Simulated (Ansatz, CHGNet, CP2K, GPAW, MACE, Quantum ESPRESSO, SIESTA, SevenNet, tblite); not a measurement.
# Running Pt(100)/Be(0001) interface (64 atoms) with CP2K, part 2 of 2

Aim: run Pt(100)/Be(0001) interface (64 atoms) in CP2K and see how near its forces come to a plane-wave reference, and at what cost.

Program: CP2K 2026.2; the method stands at each step. Banners, paths, timers and routine set-up lines are dropped from the logs unmarked, and long logs keep their key lines alone; longer cuts are marked.

So far. Step 2 (PBE, DZVP-UZH, 600/50 Ry, diagonalisation): Forces lie 16 % from the reference's, at 55 times its CPU time. Step 3 (PBE, SZV-MOLOPT-SR, 600/50 Ry, diagonalisation): Against the first run (16 %), the force difference from the reference is 187 %, at 0.28 times the CPU time (on 2 against 4 cores), with 320 basis functions against 824; this set comes with other potentials too, so the change isn't the basis's alone.

## 4. GFN1-xTB, diagonalisation

Method: GFN1-xTB tight binding (the program's own implementation), diagonalisation.

Input file input.inp:

```
&GLOBAL
  PROJECT cell
  RUN_TYPE ENERGY_FORCE
  PRINT_LEVEL LOW
&END GLOBAL
&FORCE_EVAL
  METHOD QS
  STRESS_TENSOR ANALYTICAL
  &DFT
    &QS
      METHOD XTB
      &XTB
        GFN_TYPE 1
        DO_EWALD T
        CHECK_ATOMIC_CHARGES F
      &END XTB
    &END QS
    &SCF
      SCF_GUESS ATOMIC
      EPS_SCF 1.0E-06
      MAX_SCF 200
      ADDED_MOS 48
      &DIAGONALIZATION
        ALGORITHM STANDARD
      &END DIAGONALIZATION
      &SMEAR ON
        METHOD FERMI_DIRAC
        ELECTRONIC_TEMPERATURE [K] 580
      &END SMEAR
      &MIXING
        METHOD BROYDEN_MIXING
        ALPHA 0.15
        NBROYDEN 8
      &END MIXING
      &PRINT
        &RESTART OFF
        &END RESTART
      &END PRINT
    &END SCF
    &PRINT
      &MULLIKEN ON
      &END MULLIKEN
    &END PRINT
  &END DFT
  &SUBSYS
    &CELL
      A 7.88350 0.00000 0.00000
      B -1.97134 5.80046 0.00000
      C 0.00000 0.00000 15.50256
    &END CELL
    &TOPOLOGY
      COORD_FILE_NAME structure.xyz
      COORD_FILE_FORMAT XYZ
    &END TOPOLOGY
  &END SUBSYS
  &PRINT
    &FORCES ON
    &END FORCES
    &STRESS_TENSOR ON
    &END STRESS_TENSOR
  &END PRINT
&END FORCE_EVAL
```

Input file structure.xyz:

```xyz
64

Pt 3.94419 3.93410 0.00899
Pt 4.00467 1.90534 1.94433
Pt 3.98575 3.82668 3.96168
Pt 3.95596 1.97627 5.77904
Pt 5.90145 1.91270 0.00403
Pt 5.95702 0.05725 2.01967
Pt 5.88998 2.00934 3.94230
Pt 5.88192 0.00615 5.99344
Pt -0.05415 3.82065 15.42040
Pt 0.07069 2.00980 1.93332
Pt -0.07973 3.80429 3.88587
Pt -0.03873 1.95458 5.93919
Pt 2.03658 1.96415 0.01721
Pt -0.07965 5.73770 1.90914
Pt 2.01498 2.02842 3.95222
Pt -0.07429 5.75696 5.96849
Pt 3.93517 0.02448 0.07178
Pt 2.04893 3.84385 2.00448
Pt 1.90648 5.70812 3.99594
Pt 1.95525 3.82836 5.86074
[... 40 atom lines left out ...]
Be 1.69250 2.84089 8.12815
Be 1.03970 1.66148 9.83622
Be 1.76355 2.80974 11.78257
Be 0.98149 1.76989 13.50862
```

Launch:

```sh
$ OMP_NUM_THREADS=1 cp2k.psmp -i input.inp > output.txt
```

Numbers of over 12 decimals in the logs are rounded to 6 here.

Log:

```text
CP2K| version string:                                       CP2K version 2026.2
 CP2K| Input file name                                                 input.inp
 GLOBAL| Basis set file name                                           BASIS_SET
 GLOBAL| Potential file name                                           POTENTIAL
 GLOBAL| Run type                                                   ENERGY_FORCE
 GLOBAL| Total number of message passing processes                             1
 GLOBAL| Number of threads for this process                                    1
                  #####   #####        #          ####### ######
                 #     # #     #      #              #    #     #
                 #     # #           #    ##   ##    #    #     #
[... lines left out ...]
                        Smear method:                                FERMI_DIRAC
[... lines left out ...]
 Number of electrons:                                                        320
[... lines left out ...]
  Step     Update method      Time    Convergence         Total energy    Change
[... lines left out ...]
     2 Mixing/Diag.0.15E+00    0.1     3.90607304        88.5996118344  1.97E+02
     3 Broy./Diag. 0.15E+00    0.1    22.87636471       304.3100064680  2.16E+02
     4 Broy./Diag. 0.15E+00    0.1    29.62531951       327.3931479139  2.31E+01
     5 Broy./Diag. 0.15E+00    0.1     8.91249414        -0.0664601418 -3.27E+02
[... lines left out ...]
   199 Broy./Diag. 0.15E+00    0.1     3.98808367      -123.6958402524  5.39E+00
   200 Broy./Diag. 0.15E+00    0.1     6.22588844      -111.7752694034  1.19E+01
  Leaving inner SCF loop after reaching   200 steps.
  Core Hamiltonian energy:                                   -114.139144
  Repulsive potential energy:                                   0.549218
  Electronic energy:                                            2.715738
  DFTB3 3rd order energy:                                      -0.157569
  Dispersion energy:                                           -0.743474
  Correction for halogen bonding:                               0.000000
  Electronic entropic energy:                                  -0.00752275
  Fermi energy:                                                 0.000826009
  Total energy:                                              -111.775269
  Total energy (extrapolated to T->0):                       -111.771508
 *   ___                                                                       *
 *  /   \                                                                      *
 * [ABORT]                                                                     *
 *  \___/     SCF run NOT converged. To continue the calculation regardless,   *
 *    |             please set the keyword IGNORE_CONVERGENCE_FAILURE.         *
 *  O/|                                                                        *
 * /| |                                                                        *
```

It took 17 s on 1 thread of Arm Neoverse V1, shared host; peak memory 0.22 GiB.

The run stopped without converging, so its numbers are no property of the system.

## 5. All runs compared

Differences are against the plane-wave reference, forces as r.m.s. over components; share is that over the reference's r.m.s. force, slope the least-squares factor from reference forces to these. Total energies of different programs have different zeros and aren't compared.

| run | Δ force, r.m.s. (meV/Å) | share (%) | slope | Δ pressure (GPa) | cores | CPU time | memory (GiB) |
| --- | --- | --- | --- | --- | --- | --- | --- |
| reference | - | - | - | - | 4 | 32 s | 1.0 |
| CP2K PBE, DZVP-UZH, 600/50 Ry, diagonalisation | 127 | 16.4 | 0.960 | -0.682 | 4 | 29 min | 4.5 |
| CP2K PBE, SZV-MOLOPT-SR, 600/50 Ry, diagonalisation (coarse) | 1446 | 187 | 0.881 | 84.7 | 2 | 7.9 min | 2.0 |

Rows marked coarse were listed beforehand as settings not expected to be converged; some can still land near the reference.

CPU time is summed over cores on a shared host, where runs went side by side, so it is rough. Symmetry, cutoffs, thresholds, outputs and thread counts weren't matched or tuned between programs; memory under MPI is the largest rank's times the ranks.

A second geometry, displaced anew (every atom was moved at random, 0.04 Å r.m.s. a Cartesian component), gives an energy difference that all programs can be tested on. The reference puts it at -13.94 meV/atom.

| run | energy less the first geometry's (meV/atom) | error (meV/atom) | force share at the second geometry (%) |
| --- | --- | --- | --- |
| CP2K PBE, DZVP-UZH, 600/50 Ry, diagonalisation | -11.05 | 2.89 | 18.8 |
| CP2K PBE, SZV-MOLOPT-SR, 600/50 Ry, diagonalisation | -66.78 | -52.8 | 214 |

## 6. What came out

```yaml
nearest_in_forces: CP2K PBE, DZVP-UZH, 600/50 Ry, diagonalisation, 16 %
its_cpu_time: 29 min
```

What this shows: The PBE run in local orbitals, coarse settings apart, differs by 16 % (CP2K PBE, DZVP-UZH, 600/50 Ry, diagonalisation); basis, grid and potentials can all enter. Runs with settings chosen to be coarse differ by 187 % (CP2K PBE, SZV-MOLOPT-SR, 600/50 Ry, diagonalisation), their programs' other errors included. None of the electronic-structure runs in the table takes under half the reference's CPU time of 32 s; they take 15 to 55 times as much. In pressure, CP2K PBE, SZV-MOLOPT-SR, 600/50 Ry, diagonalisation misses by +84.7 GPa, at the same functional. The energy difference between the two geometries, -13.9 meV/atom in the reference, is met best by CP2K PBE, DZVP-UZH, 600/50 Ry, diagonalisation (+2.89) and worst by CP2K PBE, SZV-MOLOPT-SR, 600/50 Ry, diagonalisation (coarse) (-52.8). The potentials hold different valence shells: 512 electrons in the reference, 592 in CP2K with SZV-MOLOPT-SR; this bears on time and differences. The cell is under 6 Å thick along one periodic direction, so every atom has periodic images of itself close by, which move with it and show among its neighbours and in g(r). The reference's stress is far from hydrostatic: its diagonal is 15.5, -0.2, -2.2 GPa, compression counted positive. The host structure and its lattice constant were typed by rule, without a check against the phase diagram. The reference's pressure of 4.4 GPa belongs to a cell and atoms that aren't relaxed at this level. The electronic-structure runs sample only Γ, in a cell whose shortest periodic width is 6 Å, which is coarse for a cell with partly filled levels. Spin–orbit coupling is left out, which matters for the levels of the heavy elements.

[Also dropped from logs without a mark: logging warnings of Python, and SIESTA's first energy breakdown and zero terms.]

[Logs are printed without paths, hosts, clocks, repeated set-up lines and the standing remarks that a program may print on its own settings, such as how far it seeks lower states.]

[Hosts, paths, dates, database ids (printed as entryN), source tags and the programs' standing remarks are cut or masked in the printed files.]
